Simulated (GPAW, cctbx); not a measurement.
## MnCoS3: what bonding does to one electron reflection, worked out

MnCoS3, R-3 (no. 148), a = 5.7431 Å, b = 5.7431 Å, c = 15.4587 Å, α = 90.00°, β = 90.00°, γ = 120.00°.

| atom | mult. | x | y | z |
| --- | --- | --- | --- | --- |
| Co1 | 6 | 1/3 | 2/3 | 0.3210 |
| Mn1 | 6 | 2/3 | 1/3 | 0.1783 |
| S1 | 18 | 0.6614 | 0.6427 | 0.0815 |

The cell comes from substitution in a known structure type and wasn't matched to any measured phase.

A DFT run (GPAW, PBE, 450 eV, 4×4×4 k-points, Fermi–Dirac width 0.05 eV, spin-polarised) gives the static X-ray structure factor of 012 as 121.013 e for the conventional cell; superposed free atoms give 120.065 e. **Problem.** Find the Fourier component V of the crystal potential and the two-beam extinction distance at 120 kV in both cases.

### 1. Geometry

The cell volume is Ω = 441.57 Å³ and d(012) = 4.1826 Å, so g = 1/d = 0.2391 Å⁻¹.

### 2. The nuclei

Electrons feel nuclei as well as electrons, so the nuclear charges are summed with the same phases.

Phase sums Σ exp(2πi h·x), turned so that the total is real and positive: Co +2.161, Mn +2.213, S +1.447. Then F_Z = 27 × (+2.161) + 25 × (+2.213) + 16 × (+1.447) = 136.84 e. The electron term has the same sign for this reflection.

### 3. Mott–Bethe

Poisson's equation, term by term, gives V = (e/4πε₀)(F_Z − F)/(πΩg²), with e/4πε₀ = 14.3996 V Å.

The prefactor is 14.3996 × 4.1826²/(π × 441.57) = 0.18159 V per electron. Free atoms: (136.84 − 120.065) × 0.18159 = 3.045 V. Crystal: (136.84 − 121.013) × 0.18159 = 2.873 V. F changes by +0.79 % and V by -5.7 %: the same 0.95 e is measured against F_Z − F = 16.8 e in place of F = 120.1 e.

### 4. Extinction distance

In the two-beam case ξ = 1/(λU) with U = 2γm₀eV/h², that is ξ = 150.41 V Å²/(γλV).

At 120 kV, λ = 0.03349 Å and γ = 1.2348. Free atoms: ξ = 1194 Å. Crystal: ξ = 1266 Å. The thickness fringes go as sin²(πt/ξ), so the two patterns slip by a quarter of a period when t|1/ξ₁ − 1/ξ₀| = 1/4, at t ≈ 528 nm. Thermal motion, absorption and many-beam coupling, left out here, change a real pattern.

### 5. Answer

V(012) is 2.87 V against 3.05 V, and ξ is 1266 against 1194 Å. Limits: static atoms, two beams; a ferromagnetic start is the only order tried, and the real ground state may be antiferromagnetic or insulating; no Hubbard U on Co and Mn.
